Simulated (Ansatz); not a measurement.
# BaCu3N, from a guessed structure to a relaxed one, part 2 of 2

This structure for BaCu3N is made up. Its elements were placed in a known structure type with a cell scaled to their sizes. What cell does the guess relax to, and how far off was it?

Ansatz 0.2.0; DFT, PBEsol, plane-wave PAW, files of the set soft_1, scalar-relativistic, ferromagnetic start, cell and ions relaxed at zero pressure; PAW set soft_1 (the session's first sound run).

So far: The structure; Relaxation of the guess. The relaxed cell has a = 4.304 Å (conventional setting).

## Step 3: Electronic structure of the relaxed cell

A second self-consistent run takes a narrower smearing and the mesh shown in its input; the bands follow along the standard path of the relaxed lattice.

This step: DFT, PBEsol, plane-wave PAW, files of the set soft_1, scalar-relativistic, no spin, bands and density of states at the relaxed cell; PAW set soft_1 (Ansatz 0.2.0).

input.yaml

```yaml
crystal:
  lattice:
    - [4.3035970161, 0.0, 0.0]
    - [0.0, 4.3035970161, 0.0]
    - [0.0, 0.0, 4.3035970161]
  atoms:
    - { symbol: Ba, position: [0.0, 0.0, 0.0] }
    - { symbol: Cu, position: [0.5, 0.0, 0.5] }
    - { symbol: Cu, position: [0.5, 0.5, 0.0] }
    - { symbol: Cu, position: [0.0, 0.5, 0.5] }
    - { symbol: "N", position: [0.5, 0.5, 0.5] }
kpoints:
  mp_grid: { grid: [8, 8, 8] }
  band_path:
    path:
      - [[0.0, 0.0, 0.0], [0.0, 0.5, 0.0], [0.5, 0.5, 0.0], [0.0, 0.0, 0.0], [0.5, 0.5, 0.5], [0.0, 0.5, 0.0]]
      - [[0.5, 0.5, 0.0], [0.5, 0.5, 0.5]]
    npoints: 13
scf:
  occupations: { method: fermi_dirac, width: 0.03 }
  n_extra_bands: 9
hamiltonian:
  xc: pbesol
  pseudopotentials: { kind: paw, azcp: { folder: soft_1 }, xc_functional: pbe }
output:
  forces: true
  stress: true
  write_bands: true
  dos: { projected: true }
  write_density: true
  write_potential: true
  elf: true
  volumetric_format: npy
```

On the command line:

```console
$ ansatz run input.yaml --threads 4 --pin off --max-ram 8192MiB --backend cpu --events-out ev --progress --plain --runs-dir out
```

Numbers of over 12 decimals in the logs are rounded to 6 here.

The program printed:

```text
[...]
Crystal: 5 atoms, lattice volume = 79.707 Å³
Basis set: ecut = 420 eV, 1551 PW (Γ), exchange–correlation on 60×60×60 points (8 copies of the dense FFT grid, shifted against one another)
Bands: 45, of which v1, the nominal top of the filled ones, is band 36 counted from 1 (35 counted from 0)
Symmetry: 48 space group operations
[...]
k-points: 35 of 512
[...]
SCF iter   1: F=—  HF=-26017.916061 eV  |F-HF|=—  |Δ(HF+E_count)|=         —  Δρ=4.45e-1  dr2=1.34e2  ethr=3.10e-3  ⟨swp⟩=8.9  Hψ=7550  notcnv=0
[...]
SCF iter  10: F=-26004.984657 eV  HF=-26004.984657 eV  |F-HF|=2.07e-9  |Δ(HF+E_count)|=   7.17e-9  Δρ=3.81e-6  dr2=1.23e-8  ethr=1.39e-10  ⟨swp⟩=16.0  Hψ=10971  notcnv=0
SCF 1 converged in 10 iterations: F = -26004.984657 eV  dr2 = 1.23e-8
[...]
NSCF: frozen V_eff on 80 k-points
SCF converged after 10 iterations
Free energy (F): -26004.984657 eV
[...]
Internal energy: -26004.979034 eV  (E = F + TS)
E sigma→0 (E₀):  -26004.981846 eV
Entropy (-TS):   -0.005623 eV (-1.125 meV/atom)
Fermi energy:    13.285775 eV
[...]
--- Stress (GPa, compression-positive) ---
        0.598674      -0.000000       0.000000
       -0.000000       0.598674      -0.000000
        0.000000       0.000000       0.598674
  P = ⅓ Tr σ = 0.5987 GPa (5.987 kbar)
--- Band table (eV; the first three rows and the last of 35) ---
  k-point 0: bands = [... 32 lower, 10.6577, 10.6577, 10.6577, 12.0803, 13.2639, 13.2639, 18.0973, 18.0973, ... 5 higher]
  k-point 1: bands = [... 32 lower, 10.6578, 10.7095, 10.7095, 12.2842, 13.3019, 13.5394, 17.0098, 17.0098, ... 5 higher]
  k-point 2: bands = [... 32 lower, 10.6579, 10.8481, 10.8481, 12.6443, 13.4228, 14.2836, 16.0639, 16.0639, ... 5 higher]
  k-point 34: bands = [... 32 lower, 11.3654, 11.3654, 11.3654, 14.8726, 14.8726, 14.8726, 15.8684, 15.8684, ... 5 higher]
```

Wall time 3.5 s (4 threads of Intel Xeon Platinum 8488C (Sapphire Rapids), shared host); peak memory 0.64 GiB; 12 s of CPU time.

Numbers from this step:

- free energy: -26004.9847 eV
- energy at zero smearing: -26004.9818 eV
- smearing term TS: 0.005623 eV
- Fermi energy: 13.29 eV
- pressure: 0.5987 GPa

bands.tsv at the labelled points (eV, zero at the Fermi level; the bands that come nearest the Fermi level along the path):

```tsv
point	band 33	band 34	band 35	band 36	band 37	band 38	band 39	band 40
Γ	-2.63	-2.63	-2.63	-1.21	-0.02	-0.02	4.81	4.81
X	-2.63	-2.23	-2.23	-0.07	0.49	1.81	1.81	1.97
M	-2.02	-2.02	-1.70	-1.68	-1.14	1.45	1.45	3.46
Γ	-2.63	-2.63	-2.63	-1.21	-0.02	-0.02	4.81	4.81
R	-1.92	-1.92	-1.92	1.59	1.59	1.59	2.58	2.58
X	-2.63	-2.23	-2.23	-0.07	0.49	1.81	1.81	1.97
M	-2.02	-2.02	-1.70	-1.68	-1.14	1.45	1.45	3.46
R	-1.92	-1.92	-1.92	1.59	1.59	1.59	2.58	2.58
```

Counts of states for the cell as run, both spins, by energy window (eV from the Fermi level): Near the top, bands beyond those computed are missing, so counts there can be too low.

```csv
from,to,total
-8,-7,0.00
-7,-6,1.83
-6,-5,3.28
-5,-4,1.85
-4,-3,20.26
-3,-2,7.84
-2,-1,1.00
-1,0,1.92
0,1,2.18
1,2,3.69
2,3,3.64
3,4,1.09
```

Below -8 eV lie 34.0 more states.

Valence density in the ac plane at fractional y = 0.500, with atoms of Cu and N within 0.2 Å of it. It is the smooth field of the valence electrons, not physical close to the nuclei.

Values in e/Å³, 14 rows by 14 columns, each cell a mean:
```
 0  0  0  0  1  4 21 35 14  2  0  0  0  0
 0  0  0  0  0  1  4  7  3  1  0  0  0  0
 0  0  0  0  0  0  1  1  1  0  0  0  0  0
 0  0  0  0  0  0  0  1  0  0  0  0  0  0
 3  1  0  0  0  1  1  1  1  0  0  0  1  2
23  9  1  0  1  1  2  3  2  1  0  1  3 14
61 23  2  1  1  2  3  3  3  1  1  1  7 35
35 14  2  0  1  1  3  3  2  1  0  1  4 21
 7  3  1  0  0  1  1  2  1  1  0  0  1  4
 1  1  0  0  0  0  1  1  1  0  0  0  0  1
 0  0  0  0  0  0  0  1  0  0  0  0  0  0
 0  0  0  0  0  1  2  2  1  0  0  0  0  0
 0  0  0  0  1  3 14 23  9  1  0  0  0  0
 0  0  0  0  1  7 35 61 23  3  0  0  0  0
```
Columns run along a (4.3 Å), rows up along c (4.3 Å). Atoms in or near the plane, at fractional coordinates: Cu at (0.50, 0.00), Cu at (0.00, 0.50), N at (0.50, 0.50).

ELF in the ac plane at fractional y = 0.500, with atoms of Cu and N within 0.2 Å of it. It is the smooth field of the valence electrons, not physical close to the nuclei.

Ten even steps from '_' (0.11) to '@' (0.78), each cell a mean:
```
____....____--**::__......__
........____________........
........____________........
..........::====--::........
________--##@@@@@@**::______
--..__..++@@%%##@@@@--____::
@@--__..##@@++..##@@==____**
++::__..**@@##++%%@@==____--
..______==%%@@@@@@##::______
______..::==**##++--..______
..........__......__........
........____________........
____....____::--..__......__
____....__..++@@--__......__
```
Columns run along a (4.3 Å), rows up along c (4.3 Å). Atoms in or near the plane, at fractional coordinates: Cu at (0.50, 0.00), Cu at (0.00, 0.50), N at (0.50, 0.50).

Electrostatic potential energy in the ac plane at fractional y = 0.500, with atoms of Cu and N within 0.2 Å of it. With pseudopotentials it is smooth inside the atoms' cores, unlike the true potential.

Ten even steps from '_' (-60 eV) to '@' (15 eV), each cell a mean:
```
@@@@@@@@%%==..__::++%%@@@@@@
@@@@@@@@@@**==--==##@@@@@@@@
@@@@@@@@@@@@%%##%%@@@@@@@@@@
%%@@@@@@@@@@@@@@@@@@@@@@@@%%
++**%%@@@@@@%%##%%@@@@@@##++
..::**@@@@##==--++%%@@%%==::
__..++%%@@**::..--##@@##--__
__::++%%@@**--::==%%@@%%==..
--==##@@@@%%****##@@@@@@**==
##%%@@@@@@@@@@@@@@@@@@@@@@%%
@@@@@@@@@@@@%%%%@@@@@@@@@@@@
@@@@@@@@@@##++++**%%@@@@@@@@
@@@@@@@@%%==::..::**@@@@@@@@
@@@@@@@@##--____..++%%@@@@@@
```
Columns run along a (4.3 Å; values clipped at the 3rd and 97th percentile), rows up along c (4.3 Å). Atoms in or near the plane, at fractional coordinates: Cu at (0.50, 0.00), Cu at (0.00, 0.50), N at (0.50, 0.50).

## Step 4: What came out

| Item | Value |
| --- | --- |
| space group, relaxed | Pm-3m |
| conventional cell | a = 4.304, b = 4.304, c = 4.304 Å; α = 90.0°, β = 90.0°, γ = 90.0° |
| volume per atom | 15.94 Å³ (guess 19.40) |
| total moment | 0.00 μB in the cell of 5 atoms |

**Reading.** BaCu3N relaxes to Pm-3m with a = 4.304, b = 4.304 and c = 4.304 Å. The guessed volume was 22 % too large. The space group Pm-3m was held in the relaxation, so the end point is a stationary structure within it and may be a saddle against distortions or other arrangements. The moments died out from this one start and weren't seeded again at the relaxed cell. Bands cross the Fermi level, so it is a metal or semimetal at this level. On the 8×8×8 mesh with the narrower smearing (relaxed on 6×6×6) the forces vanish, as symmetry may demand, and the largest stress component is 0.599 GPa, against the relaxation's thresholds of 0.015 eV/Å and 0.05 GPa. The cutoff wasn't tested. Spin-orbit coupling is left out, which can matter for elements this heavy. No dispersion term is used, so weakly bound directions may come out too long. Nothing here tests whether the compound is stable against decomposition.

[Logs are printed without paths, hosts, clocks, repeated set-up lines and the standing remarks that a program may print on its own settings, such as how far it seeks lower states.]

[Hosts, paths, dates, database ids (printed as entryN), source tags and the programs' standing remarks are cut or masked in the printed files.]
